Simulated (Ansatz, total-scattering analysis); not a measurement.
# Total scattering from aqueous LiCl at 330 K

The model: ab initio molecular dynamics with Ansatz (PBE, plane waves, PAW default files, Langevin thermostat, no spin, fixed volume, H with the mass of D). The average runs over 0.73 ps of 92 atoms, so shells between rare elements are rough. Mean temperature 329 K, largest m.s.d. 0.76 Å², energy drift +1 meV an atom (last third less first, no steady trend), Langevin friction 10 ps⁻¹; the first quarter of the run is discarded. Start: last frame of a classical run of this cell at the same density and temperature. So short a stretch relaxes bonds and nearest shells but still remembers its start. The density is set to 1.150 g/cm³. Composition: 28 H2O, 4 Li+ and 4 Cl-; O 30.4, H 60.9, Li 4.3, Cl 4.3 atom %. Production: 122 frames 0.006 ps apart at 330 K, fixed volume (mean pressure 0.9 GPa).

S(Q) is the Faber–Ziman total, Σ ci cj fi fj (Sij − 1)/⟨f⟩² + 1. Below 4 Å⁻¹ the partials are summed on the cell's own reciprocal vectors (from 0.63 Å⁻¹) and folded with a Gaussian of σ = 0.14 Å⁻¹; above it they are transforms of g(r) out to 6.7 Å, tapered over the last 40 %. The fold lowers sharp peaks, and with so few vectors their positions are good to about 0.1 Å⁻¹. X-rays take neutral-atom form factors, neutrons coherent lengths (O 5.8037, H 6.6681, Li -1.93, Cl 9.5792 fm). Hydrogen is taken as deuterium. Absorption by Li is ignored. G(r) = 4πrρ₀[g(r) − 1] carries the resolution of a Lorch-windowed transform up to 20 Å⁻¹. The patterns are simulated, not measured. The cell is small: beyond half the box only the part of each shell inside it is counted, and low-Q values rest on few vectors.

Predict the maxima of S(Q) and G(r), and the first shells.

Density 1.150 g/cm³, ρ₀ = 0.0945 Å⁻³. Mean square displacements over the run: O 0.59, H 0.76, Li 0.34, Cl 0.21 Å² (damped by the Langevin friction of 10 ps⁻¹); the sample is a liquid as far as so short a run tells.

Maxima of S(Q), Q in Å⁻¹ (height): X-ray: 2.23 (1.98), 4.54 (1.27), 6.48 (1.16), 8.23 (1.06), 10.21 (1.04), 12.26 (1.05); neutron: 2.04 (2.06), 3.92 (0.97), 8.47 (1.18), 14.14 (1.08), 20.76 (1.06).

```csv
Q (Å⁻¹),X-ray,neutron
0.80,-1.06,0.06
1.10,-0.82,0.34
1.40,-0.25,0.57
1.70,0.47,1.18
2.00,1.58,2.06
2.30,1.95,1.83
2.60,1.62,1.10
2.90,1.12,0.73
3.20,0.65,0.78
3.50,0.55,0.80
3.80,0.82,0.93
4.10,1.06,0.93
4.40,1.24,0.84
4.70,1.23,0.77
5.00,1.00,0.74
5.30,0.74,0.77
5.60,0.70,0.86
5.90,0.88,0.95
6.20,1.09,1.01
6.50,1.16,1.03
6.80,1.09,1.03
7.10,0.99,1.03
7.40,0.94,1.06
7.70,0.98,1.10
8.00,1.04,1.14
8.30,1.06,1.17
8.60,1.02,1.17
8.90,0.97,1.14
9.20,0.94,1.09
9.50,0.96,1.03
9.80,1.01,0.98
10.10,1.04,0.93
10.40,1.04,0.88
10.70,1.02,0.86
11.00,0.99,0.85
11.30,0.95,0.87
11.60,0.95,0.89
11.90,1.00,0.93
12.20,1.04,0.97
12.50,1.03,1.01
12.80,1.00,1.03
13.10,0.99,1.05
13.40,0.98,1.06
13.70,0.98,1.07
14.00,1.00,1.08
```

Maxima of G(r), r in Å (Å⁻²): X-ray: 1.94 (-1.22), 3.17 (3.30), 4.17 (0.29), 5.35 (0.64), 5.78 (0.75); neutron: 0.98 (3.44), 1.56 (-0.08), 2.23 (-0.68), 3.45 (1.18).

```
 pair  first peak (Å)  g there  first minimum (Å)  g there                    neighbours               kind  X-ray weight (f = Z)  neutron weight
  O–H            0.98     31.2               1.26     0.00      2.0 H per O, 1.0 O per H   within molecules                  0.19            0.38
  H–H            1.56      3.4               1.84     0.10                           1.0   within molecules                  0.02            0.43
 O–Li            1.96     10.0               2.50     0.12    0.5 Li per O, 3.7 O per Li  between molecules                  0.04           -0.01
 H–Cl            2.19      3.5               2.96     0.30    0.4 Cl per H, 5.8 H per Cl  between molecules                  0.06            0.09
Li–Cl            2.35      2.0               3.02     0.10  0.2 Cl per Li, 0.2 Li per Cl  between molecules                  0.01            0.00
 H–Li            2.56      4.0               3.10     0.43    0.6 Li per H, 8.6 H per Li  between molecules                  0.01           -0.02
  O–O            2.73      2.3               3.63     1.00                           5.4  between molecules                  0.39            0.08
 O–Cl            3.15      4.2               3.80     0.76    0.9 Cl per O, 6.6 O per Cl  between molecules                  0.24            0.04
```

Distances within molecules give the sharpest pair functions, and with hydrogen they rule the neutron S(Q) at high Q: O–H 0.98 Å and H–H 1.56 Å (first peaks only). Between molecules or ions, shells with a clear end include O–Li at 1.96 Å (0.5 Li per O, 3.7 O per Li) and Li–Cl at 2.35 Å (0.2 Cl per Li, 0.2 Li per Cl). Li holds 3.7 O and 0.2 Cl in its first shell, 3.9 in all; contact pairs exchange slowly and may come from the start. On the last frame 91 % of the H on O, N or F point at an acceptor of another molecule or at an anion within hydrogen-bond range (2.35 Å to O, N, F; 2.85 Å to Cl, Br, I).

[Logs are printed without paths, hosts, clocks, repeated set-up lines and the standing remarks that a program may print on its own settings, such as how far it seeks lower states.]
